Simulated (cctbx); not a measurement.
# Lattice, Laue class and space group of a new crystal

Cell: a = 6.4560 Å, b = 6.5290 Å, c = 25.7391 Å, α = 90.00°, β = 104.36°, γ = 90.00°. Expected content of the cell: La12 Mn4 S28.

Simulated single-crystal data (cctbx): Cu Kα, λ = 1.54184 Å, to d = 0.83 Å, 80 % of the full sphere, strongest reflection 20000 counts, noise from counting, a 1.5 % proportional error and a noise floor of 2 counts (s.d.); no absorption.

Tests on the unmerged data give:

```text
6117 reflections to d = 0.830 A
centring   violations  <I/sigma> of those
    A       1495 of  3045      8.1
    B       1532 of  3110      8.0
    C       1365 of  3039      4.6
    I       1000 of  3073      3.6
    R       1916 of  4064      8.1
    F       2196 of  4597      6.9
Laue class    unique    Rint  (classes that these axes allow; Friedel mates merged)
P -1             3668   0.021
P 1 2/m 1        2089   0.025
space group    extra absences  I>4sigma  <I/sigma>
P 1 2 1                 0          0         -  acentric
P 1 21 1                5          0       0.2  acentric
P 1 m 1                 0          0         -  acentric
P 1 c 1               284          0      -0.1  acentric
P 1 2/m 1               0          0         -  centric
P 1 21/m 1              5          0       0.2  centric
P 1 2/c 1             284          0      -0.1  centric
P 1 21/c 1            289          0      -0.1  centric
Wilson B = 1.25 A^2   <|E^2-1|> = 1.346 (0.968 centric, 0.736 acentric)   E^2>4: 8.2 %
shell (A)         n   <I/sigma>
24.95 - 1.66    279     15.4
 1.66 - 1.32    254     16.1
 1.32 - 1.15    276     12.5
 1.15 - 1.05    263     12.2
 1.05 - 0.97    257     10.9
 0.97 - 0.91    240     11.4
 0.91 - 0.87    285     11.4
 0.87 - 0.83    235     10.5
```

**Question.** What are the lattice type, the Laue class and the likely space group?

Every centring test has many violations, so the lattice is primitive.

Rint stays low (0.021 to 0.025) up to P 1 2/m 1, the highest class in these axes.

8 settings pass the absence test. The most absences obeyed, 289, belong to P 1 21/c 1 alone.

⟨|E²−1|⟩ = 1.346 is above even the centric ideal, a mark of pseudo-translation (a class of systematically weak reflections). The Wilson B of 1.25 Å² means U ≈ 0.0158 Å².

The true group is P2_1/c (no. 14), Laue class 2/m, centrosymmetric. The tables fix it.

This is a model crystal, built by substitution and not relaxed, with assumed displacement parameters.

[Logs are printed without paths, hosts, clocks, repeated set-up lines and the standing remarks that a program may print on its own settings, such as how far it seeks lower states.]
